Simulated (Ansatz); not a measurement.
# N on W(100): change of the work function, part 2 of 2

How does N on the hollow site change the work function of W(100) as the layer fills?

Ansatz 0.2.0; plane-wave DFT, PBE, Ansatz PAW.

So far, work function, upper face (eV): step 2 (the clean slab) 4.14.

## (3) The covered slab, k-mesh 6×6×1, coverage 0.25 ML (continued)

Electrostatic potential energy in the ca plane at fractional y = 0.250, with atoms of W and N within 0.2 Å of it. With pseudopotentials it is smooth inside the atoms' cores, unlike the true potential.

Ten even steps from '0' (-58 eV) to '9' (9 eV), each cell a mean:
```
99999999889999999889999999999999999999999999
99999987667899987667899999999999999999999999
99999974114799873114899999999999999999999999
99999961001689851002699999999999999999999999
99999961001689851002699999999999999999999999
99999974114799973114899999999999999999999999
99999987667899987667899999999999999999999999
99999999889999999889999999999999999999999999
99999999999999999999999999999999999999999999
99999998778999988788999999999999999999999999
99999986335899874347888789999999999999999999
99999962002689740015873259999999999999999999
99999861001589720004761028999999999999999999
99999962002689740015873259999999999999999999
99999986336899874347888789999999999999999999
99999998888999988788999999999999999999999999
99999999999999999999999999999999999999999999
```
Columns run along c (16.0 Å, from fractional 0.30 to 0.94 of the cell; values clipped at the 3rd and 97th percentile), rows up along a (6.3 Å). Atoms in or near the plane, at fractional coordinates: W at (0.42, 0.25), W at (0.54, 0.25), W at (0.42, 0.75), W at (0.55, 0.75), N at (0.63, 0.25).

The relaxation took 6 steps and lowered the energy by 0.81 eV; the largest force on the free atoms ends at 0.0050 eV/Å.

By hand: a sheet of dipoles makes a step −p/(ε₀A) in the electron's potential. With e/ε₀ = 180.95 V·Å, p = 0.04400 e·Å and A = 39.94 Å², that is −180.95 × (0.04400) / 39.94 = -0.199 eV, and the two vacuum levels of the run differ by -0.199 eV.

The covered face has 4.05 eV, -0.09 eV against the clean one; the bare back face has moved by -0.00 eV, a measure of how thin the slab is.

## (4) Adsorbate added, k-mesh 12×12×1, coverage 1 ML

System of this step: W5N (N/W(100)). The cell holds 6 atoms: 5 W and 1 N. Its edges and angles: a = 3.160 Å, b = 3.160 Å, c = 25.110 Å, α = 90.0°, β = 90.0°, γ = 90.0°. Vacuum lies along c.

Another coverage, to see how the dipoles act on each other as their distance changes.

input.yaml reads:

```yaml
crystal:
  lattice:
    - [3.16, 0.0, 0.0]
    - [0.0, 3.16, 0.0]
    - [0.0, 0.0, 25.1098318303]
  atoms:
    - { symbol: W, position: [0.0, 0.0, 0.3584253396] }
    - { symbol: W, position: [0.5, 0.5, 0.4213488991] }
    - { symbol: W, position: [0.0, 0.0, 0.4842393473] }
    - { symbol: W, position: [0.5, 0.5, 0.5497362958] }
    - { symbol: W, position: [0.0, 0.0, 0.606702842] }
    - { symbol: "N", position: [0.5, 0.5, 0.6415746604] }
kpoints:
  mp_grid: { grid: [12, 12, 1] }
hamiltonian:
  xc: pbe
scf:
  occupations: { method: fermi_dirac, width: 0.1 }
  convergence: { dr2_threshold: 1.0e-08 }
efield:
  axis: 3
  dipole_correction: true
  ramp_position: 0.97
  ramp_width: 0.06
relax:
  f_tol: 0.02
  max_steps: 60
  constraints: [{ sites: [0, 1] }]
output:
  write_potential: true
  write_density: true
  volumetric_format: npy
```

Run with:

```sh
> ansatz run input.yaml --threads 4 --pin off --max-ram 6144MiB --backend cpu --events-out ev --progress --plain --runs-dir out
```

Elapsed: 44 s, on 4 threads of Intel Xeon Platinum 8259CL at 2.50GHz (Skylake/Cascade Lake), shared host; peak memory 0.75 GiB; 2.8 min of CPU time.

Relaxation path:

| step | energy less that of the first step (eV) | largest force component (eV/Å) |
| --- | --- | --- |
| 1 | 0.0000 | 4.6593 |
| 2 | -0.7569 | 1.4333 |
| 3 | -0.8877 | 0.5184 |
| 4 | -0.9071 | 0.1918 |
| 5 | -0.9103 | 0.0293 |
| 6 | -0.9102 | 0.0230 |
| 7 | -0.9103 | 0.0026 |

Relaxation step 6 was tried and not accepted.

Forces are held to the 8 operations that the run works with; a distortion that breaks them can't arise in this run.

The atoms that moved most (Å):

| atom | dx | dy | dz | length |
| --- | --- | --- | --- | --- |
| W5 | 0.000 | 0.000 | 0.293 | 0.293 |
| N6 | 0.000 | 0.000 | -0.246 | 0.246 |
| W4 | 0.000 | 0.000 | -0.043 | 0.043 |
| W3 | 0.000 | 0.000 | 0.028 | 0.028 |

Final coordinates:

```xyz
6
Lattice="3.1600 0.0000 0.0000 0.0000 3.1600 0.0000 0.0000 0.0000 25.1098" Properties=species:S:1:pos:R:3
W     0.0000    0.0000    9.0000
W     1.5800    1.5800   10.5800
W     0.0000    0.0000   12.1876
W     1.5800    1.5800   13.7612
W     0.0000    0.0000   15.5274
N     1.5800    1.5800   15.8635
```

This step gave:

* energy at zero smearing: -52304.5513 eV
* work function, upper face: 3.547 eV
* work function, lower face: 4.175 eV
* dipole along the normal: 0.03465 e·Å
* step between the vacuum levels: -0.6279 eV

Running mean over 1.58 Å of the planar mean; the ramp of the sawtooth is left out. Table of electron's electrostatic potential energy less the Fermi level by z:

z (Å), electron's electrostatic potential energy less the Fermi level (eV) and a bar from the least value:
```
      3.5        4.2 ##############################
      4.0        4.2 ##############################
      4.5        4.2 ##############################
      5.0        4.2 ##############################
      5.5        4.1 ##############################
      6.0        4.1 ##############################
      6.5        3.9 ##############################
      7.0        3.3 #############################
      7.5        1.6 ##########################
      8.0       -2.6 ####################
      8.5       -8.0 ############
      9.0      -11.2 #######
      9.5      -12.1 ######
     10.0      -12.3 ######
     10.5      -12.4 #####
     11.0      -12.4 #####
     11.5      -12.4 #####
     12.0      -12.5 #####
     12.5      -12.7 #####
     13.0      -12.8 #####
     13.5      -12.6 #####
     14.0      -11.9 ######
     14.5      -11.4 #######
     15.0      -13.6 ####
     15.5      -16.1 
     16.0      -13.5 ####
     16.5       -6.5 ##############
     17.0        0.3 ########################
     17.5        2.8 ############################
     18.0        3.3 #############################
     18.5        3.5 #############################
     19.0        3.5 #############################
     19.5        3.5 #############################
     20.0        3.5 #############################
     20.5        3.5 #############################
     21.0        3.5 #############################
     21.5        3.5 #############################
     22.0        3.5 #############################
```

The relaxation took 7 steps and lowered the energy by 0.91 eV; the largest force on the free atoms ends at 0.0026 eV/Å.

The covered face has 3.55 eV, -0.59 eV against the clean one; the bare back face has moved by -0.08 eV, a measure of how thin the slab is.

## (5) Work function against coverage

This step: plane-wave DFT, PBE, Ansatz PAW; work function against coverage (Ansatz 0.2.0).

The runs are now put side by side.

This step gave:

* work function of the clean face: 4.140 eV
* largest change of the work function: -0.5928 eV

Table of work function of the covered face by coverage:

| coverage (adsorbates/nm²) | work function of the covered face (eV) |
| --- | --- |
| 0.00 | 4.14 |
| 2.50 | 4.05 |
| 10.01 | 3.55 |

The dipole per adsorbate comes from the change of the cell's dipole. Coverage, by row:

| coverage (1/nm²) | coverage (ML) | work function (eV) | change (eV) | dipole per adsorbate, positive end outwards (debye) | mean height of the added atoms over the highest substrate atom (Å) |
| --- | --- | --- | --- | --- | --- |
| 2.504 | 0.25 | 4.05 | -0.0905 | 0.094 | 0.5487 |
| 10.01 | 1 | 3.547 | -0.5928 | 0.137 | 0.3361 |

## (6) Outcome

- work function of the clean face: 4.14 eV
- work function at 0.25 ML: 4.05 eV
- work function at 1 ML: 3.55 eV
- dipole per adsorbate at 0.25 ML, positive end outwards: 0.09 D

In words: At the lowest coverage N changes the work function of W(100) by under 0.15 eV, within the error of so thin a slab; the largest change, -0.59 eV, comes at higher coverage. The slab has 5 layers, at the tabulated experimental lattice constant, one starting site was run, and quantum-size effects of a slab this thin can reach one or two tenths of an eV.

[Logs are printed without paths, hosts, clocks, repeated set-up lines and the standing remarks that a program may print on its own settings, such as how far it seeks lower states.]

[Hosts, paths, dates, database ids (printed as entryN), source tags and the programs' standing remarks are cut or masked in the printed files.]

[Maps of the electrostatic potential energy from Ansatz leave out the sawtooth potential of an applied field or a dipole correction, so their vacuum need not be flat; planar profiles and work functions include it.]
